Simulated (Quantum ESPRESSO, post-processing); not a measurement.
# Mo(110), 5 layers: parallel layout and speed, part 3 of 3

Aim: which layout of ranks, pools and threads brings Mo(110), 5 layers to self-consistency fastest, and whether the result stays the same.

Quantum ESPRESSO 7.5; plane-wave DFT, PBE, GBRV ultrasoft pseudopotentials.

So far. Step 6 (Ground state: 2 ranks, 1 pool, 2 threads a rank): Counted from each run's own zero (the Fermi level), the vacuum level differs from the first run's by -7 meV. Step 7 (SCF with pw.x: 1 rank, 1 pool, 4 threads a rank): Counted from each run's own zero (the Fermi level), the vacuum level differs from the first run's by -0 meV.

### 8. SCF with pw.x: 2 ranks, 2 pools, 1 thread a rank

The input, c6.in:

```
&control
  prefix = 'c6'
  outdir = './out'
  pseudo_dir = './pseudo'
  calculation = 'scf'
  tprnfor = .true.
/
&system
  ibrav = 0
  nat = 5
  ntyp = 1
  ecutwfc = 40
  ecutrho = 200
  occupations = 'smearing'
  smearing = 'mv'
  degauss = 0.02
  assume_isolated = 'esm'
  esm_bc = 'bc1'
/
&electrons
  conv_thr = 1e-07
  mixing_beta = 0.4
  electron_maxstep = 120
  mixing_mode = 'local-TF'
/
ATOMIC_SPECIES
  Mo  95.9500  mo_pbe_v1.uspp.F.UPF
CELL_PARAMETERS angstrom
  2.22738636073762 -1.57500000000000 0.00000000000000
  2.22738636073762 1.57500000000000 0.00000000000000
  0.00000000000000 0.00000000000000 24.90954544295050
ATOMIC_POSITIONS crystal
  Mo  0.000000000000 0.000000000000 -0.178837977260
  Mo  0.500000000000 0.500000000000 -0.089418988630
  Mo  0.000000000000 0.000000000000 0.000000000000
  Mo  0.500000000000 0.500000000000 0.089418988630
  Mo  0.000000000000 0.000000000000 0.178837977260
K_POINTS automatic
  10 10 1 0 0 0
```

Started as:

```bash
$ OMP_NUM_THREADS=1 mpirun -n 2 pw.x -nk 2 -in c6.in > c6.out
```

Output:

```text
[banner, memory and clock lines left out]
Program PWSCF v.7.5 starts
[...]
Message from routine setup:
[...]
number of electrons       =        70.00
     number of Kohn-Sham states=           42
     kinetic-energy cutoff     =      40.0000  Ry
     charge density cutoff     =     200.0000  Ry
[...]
number of k points=    31  Marzari-Vanderbilt smearing, width (Ry)=  0.0200
[...]
Dense  grid:    56473 G-vectors     FFT dimensions: (  24,  24, 216)
[...]
negative rho (up, down):  3.617E-03 0.000E+00
     Starting wfcs are   65 randomized atomic wfcs
[...]
negative rho (up, down):  1.494E-03 0.000E+00
[...]
estimated scf accuracy    <       2.19782367 Ry
[...]
negative rho (up, down):  3.217E-04 0.000E+00
[...]
estimated scf accuracy    <       0.79837780 Ry
[...]
negative rho (up, down):  8.879E-05 0.000E+00
[...]
estimated scf accuracy    <       0.21115291 Ry
[...]
negative rho (up, down):  3.983E-05 0.000E+00
[...]
estimated scf accuracy    <       0.08564872 Ry
[...]
negative rho (up, down):  2.759E-05 0.000E+00
[...]
estimated scf accuracy    <       0.02542109 Ry
[...]
negative rho (up, down):  6.383E-05 0.000E+00
[...]
estimated scf accuracy    <       0.05528489 Ry
[...]
negative rho (up, down):  6.045E-05 0.000E+00
[...]
estimated scf accuracy    <       0.06567997 Ry
[...]
negative rho (up, down):  1.484E-04 0.000E+00
[...]
estimated scf accuracy    <       0.04200826 Ry
[...]
negative rho (up, down):  1.724E-02 0.000E+00
[...]
estimated scf accuracy    <       0.03556701 Ry
[...]
negative rho (up, down):  4.519E-03 0.000E+00
[...]
estimated scf accuracy    <       0.01167788 Ry
[...]
negative rho (up, down):  5.795E-03 0.000E+00
[...]
estimated scf accuracy    <       0.01784467 Ry
[...]
negative rho (up, down):  5.999E-03 0.000E+00
[...]
estimated scf accuracy    <       0.00346996 Ry
[...]
negative rho (up, down):  3.298E-03 0.000E+00
[...]
estimated scf accuracy    <       0.00560761 Ry
[...]
negative rho (up, down):  3.691E-03 0.000E+00
[...]
estimated scf accuracy    <       0.00337267 Ry
[...]
negative rho (up, down):  4.166E-03 0.000E+00
[...]
estimated scf accuracy    <       0.00039996 Ry
[...]
negative rho (up, down):  3.887E-03 0.000E+00
[...]
estimated scf accuracy    <       0.00021596 Ry
[...]
negative rho (up, down):  3.934E-03 0.000E+00
[...]
estimated scf accuracy    <       0.00016855 Ry
[...]
negative rho (up, down):  3.845E-03 0.000E+00
[...]
estimated scf accuracy    <       0.00034042 Ry
[...]
negative rho (up, down):  3.775E-03 0.000E+00
[...]
estimated scf accuracy    <       0.00005302 Ry
[...]
negative rho (up, down):  3.787E-03 0.000E+00
[...]
estimated scf accuracy    <       0.00001249 Ry
[...]
negative rho (up, down):  3.805E-03 0.000E+00
[...]
estimated scf accuracy    <       0.00001168 Ry
[...]
negative rho (up, down):  3.870E-03 0.000E+00
[...]
estimated scf accuracy    <       0.00000447 Ry
[...]
negative rho (up, down):  3.885E-03 0.000E+00
[...]
estimated scf accuracy    <       0.00000211 Ry
[...]
negative rho (up, down):  3.805E-03 0.000E+00
[...]
estimated scf accuracy    <       0.00000720 Ry
[...]
negative rho (up, down):  3.793E-03 0.000E+00
[...]
estimated scf accuracy    <       0.00000084 Ry
[...]
negative rho (up, down):  3.799E-03 0.000E+00
[...]
estimated scf accuracy    <       0.00000036 Ry
[...]
negative rho (up, down):  3.777E-03 0.000E+00
[...]
the Fermi energy is    -4.6969 ev
!    total energy              =    -696.50861917 Ry
     estimated scf accuracy    <       0.00000002 Ry
     smearing contrib. (-TS)   =      -0.00151838 Ry
     internal energy E=F+TS    =    -696.50710079 Ry
[...]
one-electron contribution =   16938.21602884 Ry
     hartree contribution      =   -8492.33636134 Ry
     xc contribution           =     -96.54207877 Ry
     ewald contribution        =   -9045.84468952 Ry
     convergence has been achieved in  27 iterations
     negative rho (up, down):  3.777E-03 0.000E+00
[...]
Total force =     0.046304     Total SCF correction =     0.001153
[...]
```

The job ended after 3.5 min (2 MPI ranks of Arm Neoverse V1, shared host; peak memory 0.32 GiB).

Numbers from this step:

- Fermi energy: -4.697 eV
- vacuum line at the lower end of the cell, over the Fermi level: 4.697 eV
- vacuum line at the upper end of the cell, over the Fermi level: 4.697 eV

The program's own clock; routines nest. Time by routine:

| routine | wall time (s) | calls |
| --- | --- | --- |
| PWSCF | 209.8 | 1 |
| electrons | 205.3 | 1 |
| c_bands | 169.6 | 27 |
| cegterg | 158.8 | 432 |
| h_psi | 110 | 3296 |
| fftw | 96.97 | 118272 |
| vloc_psi | 89.82 | 3296 |
| sum_band | 23.49 | 27 |
| calbec | 13.44 | 3792 |
| add_vuspsi | 10.02 | 3296 |
| s_psi | 9.82 | 3296 |
| h_psi:calbec | 9.74 | 3296 |
| mix_rho | 7.95 | 27 |
| cdiaghg | 5.55 | 3280 |

Counted from each run's own zero (the Fermi level), the vacuum level differs from the first run's by -5 meV.

### 9. SCF with pw.x: 1 rank, 1 pool, 1 thread a rank

c7.in, as its differences from the input of step 8:

```diff
@@ -1,3 +1,3 @@
 &control
-  prefix = 'c6'
+  prefix = 'c7'
   outdir = './out'
```

Started as:

```bash
$ OMP_NUM_THREADS=1 pw.x -nk 1 -in c7.in > c7.out
```

Output:

```text
[banner, memory and clock lines left out]
Program PWSCF v.7.5 starts
[...]
Message from routine setup:
[...]
number of electrons       =        70.00
     number of Kohn-Sham states=           42
     kinetic-energy cutoff     =      40.0000  Ry
     charge density cutoff     =     200.0000  Ry
[...]
number of k points=    31  Marzari-Vanderbilt smearing, width (Ry)=  0.0200
[...]
Dense  grid:    56473 G-vectors     FFT dimensions: (  24,  24, 216)
[...]
negative rho (up, down):  3.617E-03 0.000E+00
     Starting wfcs are   65 randomized atomic wfcs
[...]
negative rho (up, down):  1.493E-03 0.000E+00
[...]
estimated scf accuracy    <       2.19609936 Ry
[...]
negative rho (up, down):  3.351E-04 0.000E+00
[...]
estimated scf accuracy    <       0.79829870 Ry
[...]
negative rho (up, down):  9.425E-05 0.000E+00
[...]
estimated scf accuracy    <       0.21148985 Ry
[...]
negative rho (up, down):  4.189E-05 0.000E+00
[...]
estimated scf accuracy    <       0.08719601 Ry
[...]
negative rho (up, down):  2.880E-05 0.000E+00
[...]
estimated scf accuracy    <       0.02574739 Ry
[...]
negative rho (up, down):  6.318E-05 0.000E+00
[...]
estimated scf accuracy    <       0.05550158 Ry
[...]
negative rho (up, down):  5.961E-05 0.000E+00
[...]
estimated scf accuracy    <       0.06688942 Ry
[...]
negative rho (up, down):  1.645E-04 0.000E+00
[...]
estimated scf accuracy    <       0.04243511 Ry
[...]
negative rho (up, down):  1.701E-02 0.000E+00
[...]
estimated scf accuracy    <       0.03663518 Ry
[...]
negative rho (up, down):  3.981E-03 0.000E+00
[...]
estimated scf accuracy    <       0.01077730 Ry
[...]
negative rho (up, down):  5.129E-03 0.000E+00
[...]
estimated scf accuracy    <       0.01938757 Ry
[...]
negative rho (up, down):  6.597E-03 0.000E+00
[...]
estimated scf accuracy    <       0.00335360 Ry
[...]
negative rho (up, down):  3.693E-03 0.000E+00
[...]
estimated scf accuracy    <       0.00539791 Ry
[...]
negative rho (up, down):  3.816E-03 0.000E+00
[...]
estimated scf accuracy    <       0.00370660 Ry
[...]
negative rho (up, down):  4.205E-03 0.000E+00
[...]
estimated scf accuracy    <       0.00045656 Ry
[...]
negative rho (up, down):  3.981E-03 0.000E+00
[...]
estimated scf accuracy    <       0.00021987 Ry
[...]
negative rho (up, down):  3.833E-03 0.000E+00
[...]
estimated scf accuracy    <       0.00015500 Ry
[...]
negative rho (up, down):  3.973E-03 0.000E+00
[...]
estimated scf accuracy    <       0.00010384 Ry
[...]
negative rho (up, down):  3.584E-03 0.000E+00
[...]
estimated scf accuracy    <       0.00007572 Ry
[...]
negative rho (up, down):  3.492E-03 0.000E+00
[...]
estimated scf accuracy    <       0.00002805 Ry
[...]
negative rho (up, down):  3.579E-03 0.000E+00
[...]
estimated scf accuracy    <       0.00002633 Ry
[...]
negative rho (up, down):  3.669E-03 0.000E+00
[...]
estimated scf accuracy    <       0.00012968 Ry
[...]
negative rho (up, down):  3.788E-03 0.000E+00
[...]
estimated scf accuracy    <       0.00004483 Ry
[...]
negative rho (up, down):  3.801E-03 0.000E+00
[...]
estimated scf accuracy    <       0.00000243 Ry
[...]
negative rho (up, down):  3.813E-03 0.000E+00
[...]
estimated scf accuracy    <       0.00000260 Ry
[...]
negative rho (up, down):  3.827E-03 0.000E+00
[...]
estimated scf accuracy    <       0.00000151 Ry
[...]
negative rho (up, down):  3.825E-03 0.000E+00
[...]
estimated scf accuracy    <       0.00000177 Ry
[...]
negative rho (up, down):  3.789E-03 0.000E+00
[...]
estimated scf accuracy    <       0.00000160 Ry
[...]
negative rho (up, down):  3.768E-03 0.000E+00
[...]
estimated scf accuracy    <       0.00000447 Ry
[...]
negative rho (up, down):  3.760E-03 0.000E+00
[...]
estimated scf accuracy    <       0.00000509 Ry
[...]
negative rho (up, down):  3.753E-03 0.000E+00
[...]
estimated scf accuracy    <       0.00000332 Ry
[...]
negative rho (up, down):  3.763E-03 0.000E+00
[...]
estimated scf accuracy    <       0.00000297 Ry
[...]
negative rho (up, down):  3.779E-03 0.000E+00
[...]
estimated scf accuracy    <       0.00000435 Ry
[...]
negative rho (up, down):  3.787E-03 0.000E+00
[...]
estimated scf accuracy    <       0.00000011 Ry
[...]
negative rho (up, down):  3.777E-03 0.000E+00
[...]
the Fermi energy is    -4.6986 ev
!    total energy              =    -696.50861923 Ry
     estimated scf accuracy    <       0.00000002 Ry
     smearing contrib. (-TS)   =      -0.00151813 Ry
     internal energy E=F+TS    =    -696.50710110 Ry
[...]
one-electron contribution =   16938.20647402 Ry
     hartree contribution      =   -8492.32696144 Ry
     xc contribution           =     -96.54192416 Ry
     ewald contribution        =   -9045.84468952 Ry
     convergence has been achieved in  35 iterations
     negative rho (up, down):  3.777E-03 0.000E+00
[...]
Total force =     0.046260     Total SCF correction =     0.001207
[...]
```

Wall time 7.7 min (1 MPI rank); peak memory 0.34 GiB.

Read from the output:

```
Fermi energy                                                   : -4.699 eV
vacuum line at the lower end of the cell, over the Fermi level : 4.699 eV
vacuum line at the upper end of the cell, over the Fermi level : 4.699 eV
```

The program's own clock; routines nest. Time by routine:

| routine | wall time (s) | calls |
| --- | --- | --- |
| PWSCF | 463 | 1 |
| electrons | 454.9 | 1 |
| c_bands | 376.3 | 35 |
| cegterg | 366.6 | 1085 |
| h_psi | 258.4 | 6690 |
| fftw | 230.6 | 279554 |
| vloc_psi | 211.7 | 6690 |
| sum_band | 59.08 | 35 |
| calbec | 31.68 | 7899 |
| add_vuspsi | 23.27 | 6690 |
| s_psi | 22.68 | 6690 |
| h_psi:calbec | 22.58 | 6690 |
| cdiaghg | 11.17 | 6659 |
| mix_rho | 10.66 | 35 |

Counted from each run's own zero (the Fermi level), the vacuum level differs from the first run's by -3 meV.

### 10. The series side by side

All levels:

| level | vacuum level over the Fermi level (eV) | its change from the first (meV) | energy from the first (meV an atom) | SCF iterations | wall time (s) | peak memory (GiB) | CPU time (s) |
| --- | --- | --- | --- | --- | --- | --- | --- |
| 4 ranks, 4 pools, 1 thread a rank | 4.702 | 0 | 0 | 32 | 137.7 | 0.56 | 550.1 |
| 4 ranks, 2 pools, 1 thread a rank | 4.696 | -5.6 | 5.44e-5 | 26 | 121.6 | 0.44 | 486 |
| 4 ranks, 1 pool, 1 thread a rank | 4.7 | -1.8 | 1.63e-4 | 24 | 107 | 0.33 | 427.7 |
| 2 ranks, 2 pools, 2 threads a rank | 4.703 | 1.2 | 2.72e-5 | 33 | 542.4 | 0.43 | 1406 |
| 2 ranks, 1 pool, 2 threads a rank | 4.695 | -6.7 | 5.44e-5 | 25 | 149.4 | 0.4 | 471.5 |
| 1 rank, 1 pool, 4 threads a rank | 4.702 | -0.2 | 2.18e-4 | 32 | 1396 | 0.35 | 2573 |
| 2 ranks, 2 pools, 1 thread a rank | 4.697 | -5 | 1.09e-4 | 27 | 210.4 | 0.32 | 420.5 |
| 1 rank, 1 pool, 1 thread a rank | 4.699 | -3.3 | -5.44e-5 | 35 | 463.5 | 0.34 | 463.4 |

### 11. A check by hand

Efficiency = (t₁ n₁)/(t₂ n₂) an iteration = (463.5/35 × 1) / (137.7/32 × 4) = 0.77.

### 12. Outcome

| Item | Value |
| --- | --- |
| fastest | 4 ranks, 1 pool, 1 thread a rank: 1.8 min, 24 iterations |
| slowest that converged | 1 rank, 1 pool, 4 threads a rank: 23 min, 32 iterations |
| largest change of the vacuum level | 7 meV |

In words: The fastest choice is 4 ranks, 1 pool, 1 thread a rank: 1.8 min, 24 iterations. From 1 to 4 cores the time an iteration falls from 13 to 4.3 s, a parallel efficiency of 77 % by this measure and of 84 % in wall time; iterations differ in number and cost. On all 4 cores the layouts span 4.3 s (4 ranks, 4 pools, 1 thread a rank) to 44 s an iteration (1 rank, 1 pool, 4 threads a rank), and 0.33 to 0.56 GiB. Some layouts with several threads a rank ran hardly faster than one core, or slower; the cause (binding, or neighbours on the host) was not examined. The vacuum level differs by up to 8 meV between layouts, the slack that the SCF threshold leaves. Iteration counts run from 24 to 35 with the layout alone. The times come from a shared host and are rough. Peak memory is sampled during the run and can miss the peak. The geometry is as built, not relaxed.

[Logs are printed without paths, hosts, clocks, repeated set-up lines and the standing remarks that a program may print on its own settings, such as how far it seeks lower states.]

[Hosts, paths, dates, database ids (printed as entryN), source tags and the programs' standing remarks are cut or masked in the printed files.]

[Maps of the electrostatic potential energy from Ansatz leave out the sawtooth potential of an applied field or a dipole correction, so their vacuum need not be flat; planar profiles and work functions include it.]
